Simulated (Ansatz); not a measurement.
# S on Mo(110): change of the work function, part 2 of 5

Aim: the work function of Mo(110) at several coverages of S (longbridge site), and the dipole that each adsorbate carries.

Ansatz 0.2.0; plane-wave DFT, PBEsol, Ansatz PAW (the session's first sound run).

So far, work function, upper face (eV): step 2 (the clean slab) 4.68.

### 3. Adsorbate added, k-mesh 6×6×1, coverage 0.25 ML

System of this step: Mo16S (S/Mo(110)). The cell holds 17 atoms: 16 Mo and 1 S. Cell: a = 5.456 Å, b = 5.456 Å, c = 26.752 Å, α = 90.0°, β = 90.0°, γ = 70.5°. Vacuum lies along c.

The clean slab as it ended is repeated in the plane and the adsorbate is set on one face; the cell's size fixes the coverage, and the k-mesh shrinks with it to keep the sampling density about even. Adsorbate and upper layers relax, since the dipole depends on the height.

File input.yaml:

```yaml
crystal:
  lattice:
    - [4.4547727214, -3.15, 0.0]
    - [4.4547727214, 3.15, 0.0]
    - [0.0, 0.0, 26.7520369145]
  atoms:
    - { symbol: Mo, position: [0.0, 0.0, 0.3364229808] }
    - { symbol: Mo, position: [0.25, 0.25, 0.4196834206] }
    - { symbol: Mo, position: [0.0, 0.0, 0.5021591936] }
    - { symbol: Mo, position: [0.25, 0.25, 0.5807051095] }
    - { symbol: Mo, position: [0.0, 0.5, 0.3364229808] }
    - { symbol: Mo, position: [0.25, 0.75, 0.4196834206] }
    - { symbol: Mo, position: [0.0, 0.5, 0.5021591936] }
    - { symbol: Mo, position: [0.25, 0.75, 0.5807051095] }
    - { symbol: Mo, position: [0.5, 0.0, 0.3364229808] }
    - { symbol: Mo, position: [0.75, 0.25, 0.4196834206] }
    - { symbol: Mo, position: [0.5, 0.0, 0.5021591936] }
    - { symbol: Mo, position: [0.75, 0.25, 0.5807051095] }
    - { symbol: Mo, position: [0.5, 0.5, 0.3364229808] }
    - { symbol: Mo, position: [0.75, 0.75, 0.4196834206] }
    - { symbol: Mo, position: [0.5, 0.5, 0.5021591936] }
    - { symbol: Mo, position: [0.75, 0.75, 0.5807051095] }
    - { symbol: S, position: [0.0, 0.0, 0.6635770192] }
kpoints:
  mp_grid: { grid: [6, 6, 1] }
hamiltonian:
  xc: pbesol
scf:
  occupations: { method: fermi_dirac, width: 0.1 }
  convergence: { dr2_threshold: 1.0e-08 }
efield:
  axis: 3
  dipole_correction: true
  ramp_position: 0.97
  ramp_width: 0.06
relax:
  f_tol: 0.02
  max_steps: 60
  constraints: [{ sites: [0, 1, 4, 5, 8, 9, 12, 13] }]
output:
  bader: true
  dos: { projected: true, e_range: [-8, 4] }
  write_potential: true
  write_density: true
  volumetric_format: npy
  elf: true
```

Run with:

```sh
$ ansatz run input.yaml --threads 4 --pin off --max-ram 6144MiB --backend cpu --events-out ev --progress --plain --runs-dir out
```

Numbers of over 12 decimals in the logs are rounded to 6 here.

Log:

```text
[...]
Crystal: 17 atoms, lattice volume = 750.798 Å³
Basis set: ecut = 420 eV, 14689 PW (Γ), exchange–correlation on 80×80×360 points (8 copies of the dense FFT grid, shifted against one another)
Bands: 138, of which v1, the nominal top of the filled ones, is band 115 counted from 1 (114 counted from 0)
Symmetry: 4 space group operations
[...]
k-points: 13 of 36
[...]
SCF iter   1: F=—  HF=-79235.567678 eV  |F-HF|=—  |Δ(HF+E_count)|=         —  Δρ=4.51e-3  dr2=5.57e-1  ethr=1.77e-3  p=-0.062 e·Å  D=-1.50e-2 V/Å  ΔV_dip=0.40 eV  dr2_dipole=7.04e-2  V_vac-E_F(+/−)=5.30/4.89 eV  ⟨swp⟩=9.2  Hψ=9077  notcnv=0
[...]
SCF iter  10: F=-79235.535442 eV  HF=-79235.535442 eV  |F-HF|=8.02e-9  |Δ(HF+E_count)|=   8.64e-9  Δρ=5.25e-7  dr2=4.40e-9  ethr=4.35e-12  p=-0.120 e·Å  D=-2.89e-2 V/Å  ΔV_dip=0.77 eV  dr2_dipole=6.19e-10  V_vac-E_F(+/−)=5.54/4.76 eV  ⟨swp⟩=8.4  Hψ=14020  notcnv=0
SCF 1 converged in 10 iterations: F = -79235.535442 eV  dr2 = 4.40e-9
[...]
relax step   1: F+E_penalty+E_count = -79235.53544215 eV  Δ(F+E_penalty+E_count) = +0.000e0 eV  max|allowed force component| = 3.739e0 eV/Å  Δτ_max = 0.0000 Å  (10 SCF iters, accepted)
[...]
SCF iter  10: F=-79236.344796 eV  HF=-79236.344796 eV  |F-HF|=2.42e-9  |Δ(HF+E_count)|=   1.34e-8  Δρ=3.84e-7  dr2=2.84e-9  ethr=4.35e-12  p=-0.061 e·Å  D=-1.47e-2 V/Å  ΔV_dip=0.39 eV  dr2_dipole=5.79e-12  V_vac-E_F(+/−)=5.17/4.77 eV  ⟨swp⟩=11.8  Hψ=13455  notcnv=0
SCF 2 converged in 10 iterations: F = -79236.344796 eV  dr2 = 2.84e-9
relax step   2: F+E_penalty+E_count = -79236.34479580 eV  Δ(F+E_penalty+E_count) = -8.094e-1 eV  max|allowed force component| = 2.580e0 eV/Å  Δτ_max = 0.1949 Å  (10 SCF iters, accepted)
SCF iter   1: F=—  HF=-79236.771430 eV  |F-HF|=—  |Δ(HF+E_count)|=         —  Δρ=3.62e-3  dr2=1.85e-1  ethr=1.60e-3  p=-0.061 e·Å  D=-1.47e-2 V/Å  ΔV_dip=0.39 eV  dr2_dipole=1.97e-2  V_vac-E_F(+/−)=5.16/4.76 eV  ⟨swp⟩=5.1  Hψ=3492  notcnv=0
[...]
SCF iter   9: F=-79236.734940 eV  HF=-79236.734940 eV  |F-HF|=1.27e-8  |Δ(HF+E_count)|=   4.80e-8  Δρ=8.13e-7  dr2=9.51e-9  ethr=4.35e-12  p=-0.020 e·Å  D=-4.80e-3 V/Å  ΔV_dip=0.13 eV  dr2_dipole=4.35e-10  V_vac-E_F(+/−)=4.91/4.78 eV  ⟨swp⟩=9.1  Hψ=15186  notcnv=0
SCF 3 converged in 9 iterations: F = -79236.734940 eV  dr2 = 9.51e-9
relax step   3: F+E_penalty+E_count = -79236.73494029 eV  Δ(F+E_penalty+E_count) = -3.901e-1 eV  max|allowed force component| = 7.702e-1 eV/Å  Δτ_max = 0.1949 Å  (9 SCF iters, accepted)
[...]
relax step   4: F+E_penalty+E_count = -79236.79842093 eV  Δ(F+E_penalty+E_count) = -6.348e-2 eV  max|allowed force component| = 2.583e-1 eV/Å  Δτ_max = 0.1834 Å  (9 SCF iters, accepted)
[...]
relax step   5: F+E_penalty+E_count = -79236.81485730 eV  Δ(F+E_penalty+E_count) = -1.644e-2 eV  max|allowed force component| = 3.455e-2 eV/Å  Δτ_max = 0.0420 Å  (9 SCF iters, accepted)
SCF iter   1: F=—  HF=-79236.815033 eV  |F-HF|=—  |Δ(HF+E_count)|=         —  Δρ=2.32e-4  dr2=2.82e-4  ethr=2.95e-6  p=-0.006 e·Å  D=-1.54e-3 V/Å  ΔV_dip=0.04 eV  dr2_dipole=4.92e-6  V_vac-E_F(+/−)=4.83/4.78 eV  ⟨swp⟩=2.0  Hψ=2868  notcnv=0
[...]
SCF iter   7: F=-79236.815114 eV  HF=-79236.815114 eV  |F-HF|=2.55e-9  |Δ(HF+E_count)|=   1.85e-8  Δρ=2.34e-7  dr2=7.37e-10  ethr=4.35e-12  p=-0.006 e·Å  D=-1.56e-3 V/Å  ΔV_dip=0.04 eV  dr2_dipole=1.60e-11  V_vac-E_F(+/−)=4.83/4.78 eV  ⟨swp⟩=9.2  Hψ=11470  notcnv=0
SCF 6 converged in 7 iterations: F = -79236.815114 eV  dr2 = 7.37e-10
relax step   6: F+E_penalty+E_count = -79236.81511386 eV  Δ(F+E_penalty+E_count) = -2.566e-4 eV  max|allowed force component| = 1.130e-2 eV/Å  Δτ_max = 0.0040 Å  (7 SCF iters, accepted)
NSCF: frozen V_eff on 13 k-points
[...]
SCF converged after 7 iterations
Free energy (F): -79236.815114 eV
[...]
Internal energy: -79236.381887 eV  (E = F + TS)
E sigma→0 (E₀):  -79236.598500 eV
Entropy (-TS):   -0.433227 eV (-25.484 meV/atom)
Fermi energy:    4.156029 eV
Dipole field:    D = -0.001553 V/Å  (p = -0.006445 e·Å, saw-weighted, corrected)
Work function:   Φ+ = 4.8255 eV   Φ− = 4.7839 eV
[...]
--- Forces (eV/Å), atoms counted from 1 ---
  atom   1  Mo     0.00000000     0.00000000     0.69417673
  atom   2  Mo    -0.11280510     0.00000000    -0.99689924
  atom   3  Mo     0.00000000     0.00000000     0.01104185
  atom   4  Mo     0.01130030     0.00000000    -0.00276617
  atom   5  Mo     0.00000000     0.00000000     0.93020028
  atom   6  Mo     0.00000000    -0.02739257    -0.64556348
  atom   7  Mo     0.00000000     0.00000000    -0.00375291
  atom   8  Mo     0.00000000    -0.00699734     0.00050122
  atom   9  Mo     0.00000000    -0.00000000     0.93020028
  atom  10  Mo     0.00000000     0.02739257    -0.64556348
  atom  11  Mo     0.00000000     0.00000000    -0.00375291
  atom  12  Mo     0.00000000     0.00699734     0.00050122
  atom  13  Mo     0.00000000     0.00000000     0.73011548
  atom  14  Mo     0.11280510     0.00000000    -0.99689924
  atom  15  Mo     0.00000000     0.00000000    -0.00204368
  atom  16  Mo    -0.01130030     0.00000000    -0.00276617
  atom  17  S      0.00000000     0.00000000     0.00326120
  max |Σ_I F_I| component: 9.04e-6 eV/Å
--- Band table (eV; the first three rows and the last of 13) ---
  k-point 0: bands = [... 111 lower, 4.5408, 4.8779, 4.9617, 5.0061, 5.0939, 5.1993, 5.2798, 5.3694, ... 19 higher]
  k-point 1: bands = [... 111 lower, 4.3857, 4.5844, 4.6751, 4.7659, 4.9244, 4.9708, 5.0530, 5.0697, ... 19 higher]
  k-point 2: bands = [... 111 lower, 3.6615, 3.7999, 3.8765, 4.2248, 4.3690, 4.5768, 4.7249, 4.8314, ... 19 higher]
  k-point 12: bands = [... 111 lower, 3.2803, 3.3434, 3.4288, 3.4345, 3.4427, 3.5177, 3.6161, 3.9686, ... 19 higher]
--- Relaxed structure (6 steps of the walk, 6 accepted, 0 SCFs on fresh bases) ---
  F+E_penalty+E_count = -79236.81511386 eV   max|allowed force component| = 1.130e-2 eV/Å
  atoms:
    - { symbol: Mo, position: [0.0, 0.0, 0.3364229808] }
    - { symbol: Mo, position: [0.25, 0.25, 0.4196834206] }
    - { symbol: Mo, position: [0.0, 0.0, 0.501746] }
    - { symbol: Mo, position: [0.248257, 0.248257, 0.582870] }
    - { symbol: Mo, position: [0.0, 0.5, 0.3364229808] }
    - { symbol: Mo, position: [0.25, 0.75, 0.4196834206] }
    - { symbol: Mo, position: [0.0, 0.5, 0.503380] }
    - { symbol: Mo, position: [0.264558, 0.735442, 0.581352] }
    - { symbol: Mo, position: [0.5, 0.0, 0.3364229808] }
    - { symbol: Mo, position: [0.75, 0.25, 0.4196834206] }
    - { symbol: Mo, position: [0.5, 0.0, 0.503380] }
    - { symbol: Mo, position: [0.735442, 0.264558, 0.581352] }
    - { symbol: Mo, position: [0.5, 0.5, 0.3364229808] }
    - { symbol: Mo, position: [0.75, 0.75, 0.4196834206] }
    - { symbol: Mo, position: [0.5, 0.5, 0.499778] }
    - { symbol: Mo, position: [0.751743, 0.751743, 0.582870] }
    - { symbol: S, position: [0.0, 0.0, 0.643760] }
--- Bader charges: 17 sites ---
  site symbol  charge [e]  shift [e]
     0     Mo     -0.0617     0.0000
     1     Mo      0.0497     0.0000
     2     Mo      0.0597     0.0000
     3     Mo      0.1352     0.0000
     4     Mo     -0.0495     0.0000
     5     Mo      0.0462     0.0000
     6     Mo      0.0778     0.0000
     7     Mo      0.1762     0.0005
     8     Mo     -0.0495     0.0000
     9     Mo      0.0462     0.0000
    10     Mo      0.0778     0.0000
    11     Mo      0.1762     0.0005
    12     Mo     -0.0537     0.0000
    13     Mo      0.0497     0.0000
    14     Mo      0.0052     0.0001
    15     Mo      0.1352     0.0000
    16      S     -0.8206     0.0011
  estimated error of the sums over rays = 8.4e-4 e
```

Run time: 4.7 min. Hardware: 4 threads of Arm Neoverse V2, shared host; peak memory 2.9 GiB; 18 min of CPU time.

The steps of the relaxation:

| step | energy less that of the first step (eV) | largest force component (eV/Å) |
| --- | --- | --- |
| 1 | 0.0000 | 3.7391 |
| 2 | -0.8094 | 2.5800 |
| 3 | -1.1995 | 0.7702 |
| 4 | -1.2630 | 0.2583 |
| 5 | -1.2794 | 0.0345 |
| 6 | -1.2797 | 0.0113 |

The run keeps the 4 symmetry operations that it works with, so distortions that break them were not tested.

The atoms that moved most (Å):

| atom | dx | dy | dz | length |
| --- | --- | --- | --- | --- |
| S17 | 0.000 | 0.000 | -0.530 | 0.530 |
| Mo12 | 0.000 | 0.092 | 0.017 | 0.093 |
| Mo8 | 0.000 | -0.092 | 0.017 | 0.093 |
| Mo15 | 0.000 | 0.000 | -0.064 | 0.064 |
| Mo4 | -0.016 | 0.000 | 0.058 | 0.060 |
| Mo16 | 0.016 | 0.000 | 0.058 | 0.060 |
| Mo7 | 0.000 | 0.000 | 0.033 | 0.033 |
| Mo11 | 0.000 | 0.000 | 0.033 | 0.033 |

The relaxed structure:

```
Mo S
1.0
     4.45477   -3.15000    0.00000
     4.45477    3.15000    0.00000
     0.00000    0.00000   26.75204
Mo S
16 1
Direct
  0.00000 0.00000 0.33642
  0.25000 0.25000 0.41968
  0.00000 0.00000 0.50175
  0.24826 0.24826 0.58287
  0.00000 0.50000 0.33642
  0.25000 0.75000 0.41968
  0.00000 0.50000 0.50338
  0.26456 0.73544 0.58135
  0.50000 0.00000 0.33642
  0.75000 0.25000 0.41968
  0.50000 0.00000 0.50338
  0.73544 0.26456 0.58135
  0.50000 0.50000 0.33642
  0.75000 0.75000 0.41968
  0.50000 0.50000 0.49978
  0.75174 0.75174 0.58287
  0.00000 0.00000 0.64376
```

Numbers from this step:

```yaml
energy_at_zero_smearing: -79236.5985 eV
work_function_upper_face: 4.825 eV
work_function_lower_face: 4.784 eV
dipole_along_the_normal: -0.006445 e·Å
step_between_the_vacuum_levels: 0.04155 eV
```

Running mean over 2.227 Å of the planar mean; the ramp of the sawtooth is left out. Table of electron's electrostatic potential energy less the Fermi level by z:

| z (Å) | electron's electrostatic potential energy less the Fermi level (eV) |
| --- | --- |
| 4 | 4.78 |
| 5 | 4.77 |
| 6 | 4.65 |
| 7 | 3.31 |
| 8 | -5.90 |
| 9 | -12.3 |
| 10 | -12.6 |
| 11 | -12.8 |
| 12 | -13.1 |
| 13 | -13.0 |
| 14 | -13.4 |
| 15 | -13.4 |
| 16 | -12.2 |
| 17 | -3.02 |
| 18 | 2.53 |
| 19 | 4.52 |
| 20 | 4.81 |
| 21 | 4.82 |
| 22 | 4.83 |
| 23 | 4.83 |

The density of states has structure finer than the step of the table below, so its rows give means over 0.25 eV, whole bins alone (the curve runs from -8 to 1.47 eV). Peaks (eV: height): -3.760: 27.9, -3.190: 28.7, -2.950: 29.9, -2.800: 28.2, -2.710: 37.9, 0.900: 28.7, 1.260: 28.9.

The density of states by energy, zero at the Fermi level; means over each step:

energy (eV), density of states (states/eV a cell) and a bar:
```
    -7.00        0.0 
    -6.75        0.5 #
    -6.50        0.9 #
    -6.25        1.0 #
    -6.00        1.2 #
    -5.75        1.6 ##
    -5.50        4.5 #####
    -5.25        8.3 ##########
    -5.00       15.9 ##################
    -4.75       18.5 #####################
    -4.50       19.7 #######################
    -4.25       17.8 ####################
    -4.00       16.2 ###################
    -3.75       24.4 ############################
    -3.50       17.2 ####################
    -3.25       22.3 ##########################
    -3.00       25.0 #############################
    -2.75       26.2 ##############################
    -2.50       18.8 ######################
    -2.25       20.5 ########################
    -2.00       21.0 ########################
    -1.75       23.0 ##########################
    -1.50       22.3 ##########################
    -1.25       18.8 ######################
    -1.00       13.7 ################
    -0.75       12.7 ###############
    -0.50       12.6 ##############
    -0.25       11.4 #############
     0.00       12.3 ##############
     0.25       17.0 ####################
     0.50       20.4 #######################
     0.75       22.2 #########################
     1.00       23.3 ###########################
     1.25       24.8 ############################
```

Projected DOS per atom over height of the atomic layer and energy from the Fermi level. Layers: Mo4 Mo4 Mo4 Mo4 S from below.

Ten even steps from '_' (0.00 states/eV) to '@' (2.67 states/eV), each cell a mean:
```
++++++++__
++====++__
++----==__
==::..--__
==....::__
==....--__
**--::++..
**====++..
++======::
++======::
==****==::
--==++==::
==++==--::
::++++::==
..==++--@@
__..::::**
________..
__________
__________
__________
__________
__________
```
Columns: height of the atomic layer (Å) from 9 to 17.2 (not evenly spaced); rows upwards: energy from the Fermi level (eV) from -7.96 to 1.45.

Electrostatic potential energy in the ca plane at fractional y = 0.000, with atoms of Mo and S within 0.2 Å of it. With pseudopotentials it is smooth inside the atoms' cores, unlike the true potential.

Values in eV, 8 rows by 16 columns, each cell a mean:
```
-51 -22   4   3 -30 -46   1   3 -21 -18   8   9   9   9   9   9
 -5   1   3   3  -1  -4   4   2   2   4   9   9   9   9   9   9
-15  -3   3   3  -5 -14   3   2   7   8   9   9   9   9   9   9
-60 -28   4   4 -34 -57  -1   5   7   9   9   9   9   9   9   9
-51 -22   4   4 -27 -48   0   4   7   9   9   9   9   9   9   9
 -5   1   3   3   0  -5   4   2   6   8   9   9   9   9   9   9
-15  -3   3   3  -6 -13   3   2  -3  -1   8   9   9   9   9   9
-60 -28   4   4 -37 -55   0   3 -25 -21   8   9   9   9   9   9
```
Columns run along c (16.0 Å, from fractional 0.31 to 0.91 of the cell; values clipped at the 3rd and 97th percentile), rows up along a (5.5 Å). Atoms in or near the plane, at fractional coordinates: Mo at (0.34, 0.00), Mo at (0.50, 0.00), Mo at (0.34, 0.50), Mo at (0.50, 0.50), S at (0.64, 0.00).

ELF in the ca plane at fractional y = 0.000, with atoms of Mo and S within 0.2 Å of it. It is the smooth field of the valence electrons, not physical close to the nuclei.

Values, 8 rows by 16 columns, each cell a mean:
```
0.64 0.43 0.36 0.36 0.47 0.59 0.31 0.35 0.63 0.79 0.64 0.09 0.00 0.00 0.00 0.00
0.34 0.33 0.33 0.36 0.33 0.31 0.37 0.29 0.60 0.69 0.33 0.03 0.00 0.00 0.00 0.00
0.41 0.32 0.33 0.35 0.32 0.37 0.33 0.30 0.27 0.16 0.04 0.00 0.00 0.00 0.00 0.00
0.62 0.47 0.38 0.36 0.51 0.60 0.33 0.35 0.29 0.05 0.00 0.00 0.00 0.00 0.00 0.00
0.64 0.43 0.36 0.35 0.46 0.60 0.31 0.33 0.27 0.06 0.01 0.00 0.00 0.00 0.00 0.00
0.34 0.33 0.33 0.36 0.33 0.31 0.36 0.30 0.32 0.28 0.09 0.01 0.00 0.00 0.00 0.00
0.41 0.32 0.33 0.36 0.33 0.36 0.35 0.29 0.69 0.79 0.44 0.05 0.00 0.00 0.00 0.00
0.62 0.47 0.38 0.37 0.52 0.59 0.31 0.38 0.52 0.72 0.68 0.11 0.00 0.00 0.00 0.00
```
Columns run along c (16.0 Å, from fractional 0.31 to 0.91 of the cell), rows up along a (5.5 Å). Atoms in or near the plane, at fractional coordinates: Mo at (0.34, 0.00), Mo at (0.50, 0.00), Mo at (0.34, 0.50), Mo at (0.50, 0.50), S at (0.64, 0.00).

Valence density in the ca plane at fractional y = 0.000, with atoms of Mo and S within 0.2 Å of it. It is the smooth field of the valence electrons, not physical close to the nuclei.

Ten steps, logarithmic in the rise over the least value, from '0' (0.0 e/Å³) to '9' (6.5 e/Å³), each cell a mean:
```
89985333333589996433345655542000000000000000
68864333333468874333345565431000000000000000
45543333333345543333334444310000000000000000
34433334433334433333333322100000000000000000
45543333333345543333332211000000000000000000
78864333333468875333332110000000000000000000
89985333333589996433332100000000000000000000
99996433333589997433322100000000000000000000
89975333333479985433332110000000000000000000
56654333333356764333332110000000000000000000
34433334433334443333333221100000000000000000
34443333433334443333333333210000000000000000
57754333333456754333334555421000000000000000
89975333333479985333345656531000000000000000
99996433333589996433345535642000000000000000
```
Columns run along c (16.0 Å, from fractional 0.31 to 0.91 of the cell), rows up along a (5.5 Å). Atoms in or near the plane, at fractional coordinates: Mo at (0.34, 0.00), Mo at (0.50, 0.00), Mo at (0.34, 0.50), Mo at (0.50, 0.50), S at (0.64, 0.00).

The relaxation took 6 steps and lowered the energy by 1.3 eV; the largest force on the free atoms ends at 0.011 eV/Å.

By hand: a sheet of dipoles makes a step −p/(ε₀A) in the electron's potential. With e/ε₀ = 180.95 V·Å, p = -0.006445 e·Å and A = 28.07 Å², that is −180.95 × (-0.006445) / 28.07 = +0.042 eV, and the two vacuum levels of the run differ by +0.042 eV.

The covered face has 4.83 eV, +0.14 eV against the clean one; the bare back face has moved by -0.04 eV, a measure of how thin the slab is.

(Continued in part 3 of 5.)

[Logs are printed without paths, hosts, clocks, repeated set-up lines and the standing remarks that a program may print on its own settings, such as how far it seeks lower states.]

[Hosts, paths, dates, database ids (printed as entryN), source tags and the programs' standing remarks are cut or masked in the printed files.]

[Maps of the electrostatic potential energy from Ansatz leave out the sawtooth potential of an applied field or a dipole correction, so their vacuum need not be flat; planar profiles and work functions include it.]
